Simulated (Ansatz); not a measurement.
## CrSiTe3 (R-3): phonons and vibrational spectra

Aim: the phonons of CrSiTe3 (R-3) at a cell relaxed beforehand at this level.

Calculated with Ansatz 0.2.0; DFT PBEsol, scalar-relativistic, plane waves, PAW; PAW set soft_1.

In doubt: the program warns that the response may not be converged on this k-mesh (step 2), which bears on dielectric and field responses.

### 1. Starting point

Symmetry: R-3, No. 148, trigonal system. Conventional cell: a = 6.743 Å, b = 6.743 Å, c = 20.443 Å, α = 90.00°, β = 90.00°, γ = 120.00°. Nearest to Cr lie 6 Te at 2.73 Å. Nearest to Si lie 1 Si at 2.28 Å and 3 Te at 2.53 Å. Nearest to Te lie 1 Si at 2.53 Å and 2 Cr at 2.73 Å. Farther neighbours and most contacts between anions are not listed.

### 2. Zone-centre response

The cell comes from relaxations at this level that are not shown. The zone centre is the only wavevector solved here; it holds the modes that light can see, as far as symmetry allows. The response to a homogeneous field gives the Born charges and the dielectric tensor, and its change with displacement the Raman tensors.

The input, input.yaml:

```yaml
crystal:
  lattice:
    - [3.3713305748, 1.9464386149, 6.8144143907]
    - [-3.3713305748, 1.9464386149, 6.8144143907]
    - [0.0, -3.8928772298, 6.8144143907]
  atoms:
    - { symbol: Cr, position: [0.6656678454, 0.6656678454, 0.6656678454], spin: 3.25 }
    - { symbol: Cr, position: [0.3343321546, 0.3343321546, 0.3343321546], spin: 3.25 }
    - { symbol: Si, position: [0.0556741877, 0.0556741877, 0.0556741877] }
    - { symbol: Si, position: [0.9443258123, 0.9443258123, 0.9443258123] }
    - { symbol: Te, position: [0.7186389838, 0.0799292831, 0.4498331016] }
    - { symbol: Te, position: [0.4498331016, 0.7186389838, 0.0799292831] }
    - { symbol: Te, position: [0.0799292831, 0.4498331016, 0.7186389838] }
    - { symbol: Te, position: [0.9200707169, 0.5501668984, 0.2813610162] }
    - { symbol: Te, position: [0.5501668984, 0.2813610162, 0.9200707169] }
    - { symbol: Te, position: [0.2813610162, 0.9200707169, 0.5501668984] }
kpoints:
  mp_grid: { grid: [8, 8, 8] }
hamiltonian:
  xc: pbesol
  pseudopotentials: { kind: paw, azcp: { folder: soft_1 }, xc_functional: pbe }
scf:
  occupations: { method: gaussian, width: 0.02 }
output:
  eigenvalues: true
  populations: true
magnetization:
  spin_polarized: true
phonons:
  method: dfpt
  dielectric: true
  rigid_motions: translations
  raman: true
```

Started as:

```sh
> ansatz run input.yaml --threads 16 --pin off --max-ram 61440MiB --backend cuda --events-out ev --progress --plain --runs-dir out
```

Numbers of over 12 decimals in the logs are rounded to 6 here.

Log:

```text
Engine: ansatz 0.2.0, aarch64-unknown-linux-gnu
Pseudopotentials: kind: paw
Pseudopotential: Cr, paw, valence charge 14, recommended cutoff 420 eV (normal), soft_1/Cr.paw.azcp
Pseudopotential: Si, paw, valence charge 4, recommended cutoff 420 eV (normal), soft_1/Si.paw.azcp
Pseudopotential: Te, paw, valence charge 16, recommended cutoff 420 eV (normal), soft_1/Te.paw.azcp
Functional definition: PBEsol
  exchange = pbesol_x
  correlation = pbesol_c
Crystal: 10 atoms, lattice volume = 268.301 Å³
Basis set: ecut = 420 eV, 5267 PW (Γ), exchange–correlation on 108×108×108 points (8 copies of the dense FFT grid, shifted against one another)
Bands: 84, of which v1, the nominal top of the filled ones, is band 66 counted from 1 (65 counted from 0)
Symmetry: 6 space group operations
Space group: R-3 (ITA 148), of the structure as read, at distance tolerance 6.4e-5 Å
Magnetic group: BNS 148.17 (UNI 1247), of the structure as read, at distance tolerance 6.4e-5 Å
k-points: 90 of 512
Non-local potential: Cr, projectors of the file, l = 0: 3, l = 1: 2, l = 2: 3, l = 3: 1
Non-local potential: Si, projectors of the file, l = 0: 2, l = 1: 2, l = 2: 1
Non-local potential: Te, projectors of the file, l = 0: 2, l = 1: 2, l = 2: 2, l = 3: 1
PAW form: soft (Blöchl's): semilocal exchange-correlation on the pseudo side does not see the compensation charge
PAW frozen core: Cr, regenerated for the run's functional, and the local potential with it (the file was generated under x = pbe(κ = 0.804, μ = 0.219515), c = pbe(β = 0.066725))
PAW frozen core: Si, regenerated for the run's functional, and the local potential with it (the file was generated under x = pbe(κ = 0.804, μ = 0.219515), c = pbe(β = 0.066725))
PAW frozen core: Te, regenerated for the run's functional, and the local potential with it (the file was generated under x = pbe(κ = 0.804, μ = 0.219515), c = pbe(β = 0.066725))
PAW one-centre angular grid: Cr, 590 points (default); XC on 64 Gauss nodes
PAW one-centre angular grid: Si, 110 points (default); XC on 64 Gauss nodes
PAW one-centre angular grid: Te, 590 points (default); XC on 64 Gauss nodes
Initial density: superposition of atomic densities (chi_scale 0.1, normalization cell)
Starting moments: Σ|m| = 6.5 μB on 2 of 10 sites
Initial wavefunctions: pseudopotential atomic-orbital guess
[...]
Functional: x = pbesol(κ = 0.804, μ = 0.123457), c = pbesol(β = 0.046)
SCF 1 converged in 12 iterations: F = -49352.254260 eV  dr2 = 3.02e-8
  greatest PAW one-centre occupation: 1.000 electrons in one spin orbital (limit 2), on the Cr atom at site 1 (counted from 0), in its partial waves of l = 0
a single point of the input's cell can leave the moments in the input for a lower state (scf.lower_state_search): this run first made a single point of its cell. This run's own SCFs start from the density of the state that the single point found, with the moments in the input. The single point stayed on the moments in the input.
[...]
k-points: 260 of 512 (irreducible under 1 space group operation, time reversal used)
[...]
Stability of the state it starts from, as read at its close in the collinear treatment: not read negative (Ritz values of 1 − χ₀K, real part plus size of imaginary part, from 1.0 to 1.0, by its mixing steps under the symmetry group of the SCF that read it); its run was given moments
Starting moments: Σ|m| = 6.5 μB on 2 of 10 sites; this step starts from the density that it was given
[...]
iter 1 solved again at ethr=1.28e-6 eV; its pass at ethr=3.10e-3 eV (dr2=1.69e-3 eV) is discarded
SCF iter   1: F=—  HF=-49352.253337 eV  |F-HF|=—  |Δ(HF+E_count)|=         —  Δρ=1.68e-6 (↑1.68e-6 ↓1.21e-6)  dr2=1.71e-8  dr2_m=7.05e-10  M=6.000 μB ∫|m|=7.365 μB  β_m=0.65  ethr=1.28e-6  ⟨swp⟩=4.1  Hψ=301180  notcnv=0
eigensolver tolerance schedule: the retry pair's looser diagonalisation over-reported the residual by 98373.78 of it (diagonalisation noise at an unbounded share of the residual, at the tolerance the schedule requests for it); recorded, not acted on — ethr = c·dr2/N_el stays at c = 1.0e-1
[...]
SCF 2 converged in 8 iterations: F = -49352.254260 eV  dr2 = 3.36e-11
[...]
SCF 1 converged in 8 iterations: F = -49351.898835 eV  dr2 = 8.17e-11
[...]
SCF converged after 8 iterations
[...]
88.48      1             0.5972                 0.0000               —
        107.89      1             0.0117                 0.0000               —
        107.91      1             0.0120                 0.0000               —
        111.48      1             0.0103                 0.0000               —
        112.15      1             0.0000              4380.5205           0.085
        113.75      2             0.0000               257.0871           0.750
        141.77      1             0.0000              3786.6858           0.083
        188.73      1             0.0028                 0.0000               —
        214.66      1             2.4401                 0.0000               —
        217.12      1             2.2944                 0.0000               —
        217.17      1             0.0000               250.9575           0.103
        222.24      2             0.0000               942.7625           0.750
        243.10      1             0.1684                 0.0000               —
        348.03      2             0.0000              1100.5149           0.750
        354.64      1             6.7647                 0.0000               —
        358.96      1             6.9787                 0.0000               —
        498.39      1             0.0000             11482.9434           0.004
  optical modes at Γ + LO–TO along q̂ = [0.0000, 1.0000, 0.0000]:
      ω (cm⁻¹)  modes    IR ((D/Å)²/amu)  static Raman (Å⁴/amu)  depolarisation
         75.69      1             0.0000                39.1252           0.084
         84.62      2             0.0000               491.7349           0.750
         85.84      1             0.0208                 0.0000               —
         86.87      1             0.6659                 0.0000               —
         87.21      2             0.0000              2220.8437           0.750
         88.48      1             0.5972                 0.0000               —
        107.89      1             0.0117                 0.0000               —
        107.91      1             0.0120                 0.0000               —
        111.48      1             0.0103                 0.0000               —
        112.15      1             0.0000              4380.5205           0.085
        113.75      2             0.0000               257.0871           0.750
        141.77      1             0.0000              3786.6858           0.083
        188.73      1             0.0028                 0.0000               —
        214.66      1             2.4401                 0.0000               —
        217.12      1             2.2944                 0.0000               —
        217.17      1             0.0000               250.9575           0.103
        222.24      2             0.0000               942.7625           0.750
        243.10      1             0.1684                 0.0000               —
        348.03      2             0.0000              1100.5149           0.750
        354.64      1             6.7647                 0.0000               —
        358.96      1             6.9787                 0.0000               —
        498.39      1             0.0000             11482.9434           0.004
  optical modes at Γ + LO–TO along q̂ = [0.0000, 0.0000, 1.0000]:
      ω (cm⁻¹)  modes    IR ((D/Å)²/amu)  static Raman (Å⁴/amu)  depolarisation
         75.69      1             0.0000                39.1252           0.084
         84.62      2             0.0000               491.7349           0.750
         85.93      1             0.0206                 0.0000               —
         86.87      2             1.3317                 0.0000               —
         87.21      2             0.0000              2220.8437           0.750
        107.89      2             0.0233                 0.0000               —
        111.52      1             0.0103                 0.0000               —
        112.15      1             0.0000              4380.5205           0.085
        113.75      2             0.0000               257.0871           0.750
        141.77      1             0.0000              3786.6858           0.083
        188.74      1             0.0027                 0.0000               —
        214.66      2             4.8803                 0.0000               —
        217.17      1             0.0000               250.9575           0.103
        222.24      2             0.0000               942.7625           0.750
        243.36      1             0.1686                 0.0000               —
        348.03      2             0.0000              1100.5149           0.750
        354.64      2            13.5294                 0.0000               —
        498.39      1             0.0000             11482.9434           0.004
--- Löwdin populations: 10 sites ---
  site symbol       q [e]    m [muB]
     0     Cr     13.6104     3.2702
     1     Cr     13.6104     3.2702
     2     Si      3.9762     0.0720
     3     Si      3.9762     0.0720
     4     Te     16.0286    -0.1265
     5     Te     16.0286    -0.1265
     6     Te     16.0286    -0.1265
     7     Te     16.0286    -0.1265
     8     Te     16.0286    -0.1265
     9     Te     16.0286    -0.1265
  spilling = 0.004966 (of n_electrons = 132.000000)
```

Elapsed: 7.3 min, on 1 × NVIDIA GB200 with 16 threads of Arm Neoverse V2, shared host; peak memory 30 GiB; 67 min of CPU time.

This step gave:

```
magnetization                                           : 6 μB
absolute magnetization                                  : 7.375 μB
gap on the k-mesh                                       : 0.4448 eV
volume per atom                                         : 26.83 Å³
gap by spin                                             : 0.5570, 0.4448 eV
sum-rule residual before enforcement                    : 2.67e-4 eV/Å²
miss of the charge sum rule                             : 0.03590 e
estimated error of the dielectric tensor                : 0.1094
estimated error of the Born charges                     : 0.1124 e
point group                                             : -3
highest optical mode at the zone centre (no LO-TO term) : 498.4 cm⁻¹
lowest optical zone-centre mode                         : 75.69 cm⁻¹
mean high-frequency dielectric constant                 : 15.35
largest Born charge (third of the trace)                : 1.387 e
mean static dielectric constant                         : 16.41
top of the zone-centre spectrum with the field          : 498.4 cm⁻¹
```

Without the LO-TO term. Patterns of degenerate modes are one choice out of their space. Modes at Γ, with each element's share of the kinetic energy:

| mode | frequency (cm⁻¹) | symmetry | Cr % | Si % | Te % |
| --- | --- | --- | --- | --- | --- |
| 1 | 0.0 | acoustic | 11 | 6 | 83 |
| 2 | 0.0 | acoustic | 11 | 6 | 83 |
| 3 | 0.0 | acoustic | 11 | 6 | 83 |
| 4 | 75.7 | Ag | 14 | 0 | 86 |
| 5 | 84.6 | Eg | 2 | 6 | 92 |
| 6 | 84.6 | Eg | 2 | 6 | 92 |
| 7 | 85.8 | Au | 4 | 32 | 64 |
| 8 | 86.9 | Eu | 2 | 4 | 94 |
| 9 | 86.9 | Eu | 2 | 4 | 94 |
| 10 | 87.2 | Eg | 5 | 2 | 93 |
| 11 | 87.2 | Eg | 5 | 2 | 93 |
| 12 | 107.9 | Eu | 2 | 2 | 96 |
| 13 | 107.9 | Eu | 2 | 2 | 96 |
| 14 | 111.5 | Au | 0 | 0 | 100 |
| 15 | 112.2 | Ag | 0 | 0 | 100 |
| 16 | 113.8 | Eg | 1 | 2 | 97 |
| 17 | 113.8 | Eg | 1 | 2 | 97 |
| 18 | 141.8 | Ag | 0 | 1 | 99 |
| 19 | 188.7 | Au | 9 | 53 | 38 |
| 20 | 214.7 | Eu | 85 | 0 | 15 |
| 21 | 214.7 | Eu | 85 | 0 | 15 |
| 22 | 217.2 | Ag | 86 | 0 | 14 |
| 23 | 222.2 | Eg | 92 | 0 | 8 |
| 24 | 222.2 | Eg | 92 | 0 | 8 |
| 25 | 243.1 | Au | 75 | 9 | 16 |
| 26 | 348.0 | Eg | 0 | 89 | 11 |
| 27 | 348.0 | Eg | 0 | 89 | 11 |
| 28 | 354.6 | Eu | 0 | 87 | 13 |
| 29 | 354.6 | Eu | 0 | 87 | 13 |
| 30 | 498.4 | Ag | 0 | 99 | 1 |

Displacements in mode 4 (75.7 cm⁻¹), the largest set to 1:
```
Cr1  0.00  0.00  1.00
Cr2  0.00  0.00 -1.00
Si3  0.00  0.00 -0.01
Si4  0.00  0.00  0.01
Te5 -0.79  0.47 -0.01
Te6 -0.01 -0.92 -0.01
Te7  0.80  0.45 -0.01
Te8 -0.80 -0.45  0.01
Te9  0.01  0.92  0.01
Te10 0.79 -0.47  0.01
```

Displacements in mode 20 (214.7 cm⁻¹), the largest set to 1:
```
Cr1 -0.03  1.00  0.00
Cr2 -0.03  1.00  0.00
Si3  0.00 -0.02  0.00
Si4  0.00 -0.02  0.00
Te5  0.07 -0.10 -0.03
Te6  0.00 -0.21  0.00
Te7 -0.06 -0.10  0.03
Te8 -0.06 -0.10  0.03
Te9  0.00 -0.21  0.00
Te10 0.07 -0.10 -0.03
```

Optical modes at the zone centre, without and with the macroscopic field of the longitudinal modes; each column is sorted by frequency, so a row need not hold one and the same mode. Modes with and without the field, by row:

| rank among optical modes | no field (cm⁻¹) | q along (1, 0, 0) (cm⁻¹) | q along (0, 0, 1) (cm⁻¹) |
| --- | --- | --- | --- |
| 1 | 75.7 | 75.7 | 75.7 |
| 2 | 84.6 | 84.6 | 84.6 |
| 3 | 84.6 | 84.6 | 84.6 |
| 4 | 85.8 | 85.8 | 85.9 |
| 5 | 86.9 | 86.9 | 86.9 |
| 6 | 86.9 | 87.2 | 86.9 |
| 7 | 87.2 | 87.2 | 87.2 |
| 8 | 87.2 | 88.5 | 87.2 |
| 9 | 107.9 | 107.9 | 107.9 |
| 10 | 107.9 | 107.9 | 107.9 |
| 11 | 111.5 | 111.5 | 111.5 |
| 12 | 112.2 | 112.2 | 112.2 |
| 13 | 113.8 | 113.8 | 113.8 |
| 14 | 113.8 | 113.8 | 113.8 |
| 15 | 141.8 | 141.8 | 141.8 |
| 16 | 188.7 | 188.7 | 188.7 |
| 17 | 214.7 | 214.7 | 214.7 |
| 18 | 214.7 | 217.1 | 214.7 |
| 19 | 217.2 | 217.2 | 217.2 |
| 20 | 222.2 | 222.2 | 222.2 |
| 21 | 222.2 | 222.2 | 222.2 |
| 22 | 243.1 | 243.1 | 243.4 |
| 23 | 348 | 348 | 348 |
| 24 | 348 | 348 | 348 |
| 25 | 354.6 | 354.6 | 354.6 |
| 26 | 354.6 | 359 | 354.6 |
| 27 | 498.4 | 498.4 | 498.4 |

Born charge (rows field, columns displacement) (e), principal values of the symmetric part by kind of site:

| atom | atoms with these values | low | middle | high | mean |
| --- | --- | --- | --- | --- | --- |
| Cr1 | 2 | 0.37 | 1.34 | 1.34 | 1.01 |
| Si3 | 2 | 0.12 | 2.02 | 2.02 | 1.39 |
| Te5 | 6 | -1.29 | -1.10 | -0.01 | -0.80 |

In full for Te5:

```
-1.22  0.09 -0.39
 0.04 -1.01 -0.51
-0.15 -0.06 -0.16
```

High-frequency dielectric tensor:

```
17.72  0.00  0.00
 0.00 17.72  0.00
 0.00  0.00 10.63
```

Static dielectric tensor (ions relaxed, fixed cell):

```
19.28  0.00  0.00
 0.00 19.28  0.00
 0.00  0.00 10.68
```

Transverse modes. Lines of the infrared spectrum (strongest = 100):

| position (cm⁻¹) | lines merged | relative intensity |
| --- | --- | --- |
| 76 | 1 | 0.0 |
| 85 | 1 | 0.0 |
| 86 | 1 | 0.2 |
| 87 | 2 | 10 |
| 108 | 1 | 0.2 |
| 112 | 2 | 0.1 |
| 114 | 1 | 0.0 |
| 142 | 1 | 0.0 |
| 189 | 1 | 0.0 |
| 215 | 1 | 36 |
| 217 | 1 | 0.0 |
| 222 | 1 | 0.0 |
| 243 | 1 | 1.2 |
| 348 | 1 | 0.0 |
| 355 | 1 | 100 |
| 498 | 1 | 0.0 |

Activity x (w_L - w)^4 (n + 1)/w, 532 nm, 300 K; the tensors are static ones, while 532 nm light lies above the computed direct gap, where resonance would change the heights; modes without the macroscopic field alone. Lines of the Raman spectrum (strongest = 100):

| position (cm⁻¹) | lines merged | relative intensity |
| --- | --- | --- |
| 76 | 1 | 1.8 |
| 85 | 1 | 19 |
| 86 | 1 | 0.0 |
| 87 | 2 | 80 |
| 108 | 1 | 0.0 |
| 112 | 2 | 100 |
| 114 | 1 | 5.7 |
| 142 | 1 | 57 |
| 189 | 1 | 0.0 |
| 215 | 1 | 0.0 |
| 217 | 1 | 1.9 |
| 222 | 1 | 6.7 |
| 243 | 1 | 0.0 |
| 348 | 1 | 4.0 |
| 355 | 1 | 0.0 |
| 498 | 1 | 25 |

Before it was imposed, the acoustic sum rule was missed by 2.7e-4 eV/Å² and the charge sum rule by 0.036 e. The charge miss is large and points to the mesh or the basis. The lowest optical mode is real, 75.7 cm⁻¹.

### 3. Another isotope, element Si, natural mass 28.085 amu

An isotope changes the mass and not the force constants, so no new electronic calculation is needed; the shifts show which modes move this element.

The same force constants with the mass of Si changed from 28.085 to 29.974 u (phonopy, no LO-TO term). Both lists are sorted by frequency; levels can cross, so a row need not hold one and the same mode. Modes under 3 cm⁻¹ are left out. Isotope shifts, by row:

| q | rank | natural mass (cm⁻¹) | changed mass (cm⁻¹) |
| --- | --- | --- | --- |
| 0 0 0 | 4 | 75.69 | 75.69 |
| 0 0 0 | 5 | 84.62 | 84.43 |
| 0 0 0 | 6 | 84.62 | 84.43 |
| 0 0 0 | 7 | 85.84 | 84.93 |
| 0 0 0 | 8 | 86.87 | 86.75 |
| 0 0 0 | 9 | 86.87 | 86.75 |
| 0 0 0 | 10 | 87.21 | 87.14 |
| 0 0 0 | 11 | 87.21 | 87.14 |
| 0 0 0 | 12 | 107.9 | 107.8 |
| 0 0 0 | 13 | 107.9 | 107.8 |
| 0 0 0 | 14 | 111.5 | 111.5 |
| 0 0 0 | 15 | 112.2 | 112.2 |
| 0 0 0 | 16 | 113.8 | 113.7 |
| 0 0 0 | 17 | 113.8 | 113.7 |
| 0 0 0 | 18 | 141.8 | 141.7 |
| 0 0 0 | 19 | 188.7 | 185.5 |
| 0 0 0 | 20 | 214.7 | 214.7 |
| 0 0 0 | 21 | 214.7 | 214.7 |
| 0 0 0 | 22 | 217.2 | 217.2 |
| 0 0 0 | 23 | 222.2 | 222.2 |
| 0 0 0 | 24 | 222.2 | 222.2 |
| 0 0 0 | 25 | 243.1 | 242.5 |
| 0 0 0 | 26 | 348 | 338.1 |
| 0 0 0 | 27 | 348 | 338.1 |
| 0 0 0 | 28 | 354.6 | 344.8 |
| 0 0 0 | 29 | 354.6 | 344.8 |
| 0 0 0 | 30 | 498.4 | 482.5 |

A mode of this element alone would shift by -3.20 %. The highest zone-centre frequency without the field goes from 498.4 to 482.5 cm⁻¹ (-3.2 %). The product of the frequency ratios over all optical modes at Γ is 0.828; the product rule, (m/m′)^(3k/2) (M′/M)^(3/2) with k = 2 such atoms and M the mass of the cell, gives 0.828.

### 4. Another isotope, element Te, natural mass 127.6 amu

The same for Te, from 127.60 to 129.91 u.

A mode of this element alone would shift by -0.89 %. The highest zone-centre frequency without the field goes from 498.4 to 498.4 cm⁻¹ (-0.0 %). The product of the frequency ratios over all optical modes at Γ is 0.870; the product rule, (m/m′)^(3k/2) (M′/M)^(3/2) with k = 6 such atoms and M the mass of the cell, gives 0.870.

### 5. Outcome

| Property | Result |
| --- | --- |
| space group (within 0.01 Å) | R-3 |
| volume per atom | 26.8 Å³ |
| gap on the k-mesh | 0.445 eV |
| highest optical mode at the zone centre (no LO-TO term) | 498 cm⁻¹ |
| top of the zone-centre spectrum with the field | 498 cm⁻¹ |
| lowest optical zone-centre mode | 75.7 cm⁻¹ |
| mean high-frequency dielectric constant | 15.4 |
| mean static dielectric constant | 16.4 |
| largest Born charge (third of the trace) | 1.39 e |
| imaginary modes at Γ (the only wavevector solved) | none |
| net magnetic moment of the cell as run | 6 μB |

What this shows: The structure is stable against zone-centre distortions, since no mode there is imaginary; other wavevectors were not solved, so zone-boundary instabilities are untested. Without the field, the optical modes at Γ span 76 to 498 cm⁻¹. No dispersion was computed. The highest mode in this list at Γ, 498.4 cm⁻¹, is mostly motion of Si (99 % of the kinetic energy). The macroscopic field leaves the top of the zone-centre spectrum where it is. Lattice motion raises the mean dielectric constant from 15.35 to 16.41. The strongest infrared line is at 355 cm⁻¹. Averaged over orientations, the strongest Raman line at 532 nm and 300 K is at 112 cm⁻¹. The tensors are the static, non-resonant ones, while 532 nm light (2.33 eV) lies above the computed gap. The ferromagnetic order comes from parallel starting moments and need not be the ground state. The program warns that the k mesh may not settle the response. Spin-orbit coupling is left out, which can matter for the heavy elements here. The PAW files were made for PBE and serve the other functionals too. A phonon run warned that its eigensolver left some bands unconverged in a pass. These are harmonic frequencies at zero temperature: anharmonic shifts, linewidths and thermal expansion are left out.

[Logs are printed without paths, hosts, clocks, repeated set-up lines and the standing remarks that a program may print on its own settings, such as how far it seeks lower states.]

[Hosts, paths, dates, database ids (printed as entryN), source tags and the programs' standing remarks are cut or masked in the printed files.]
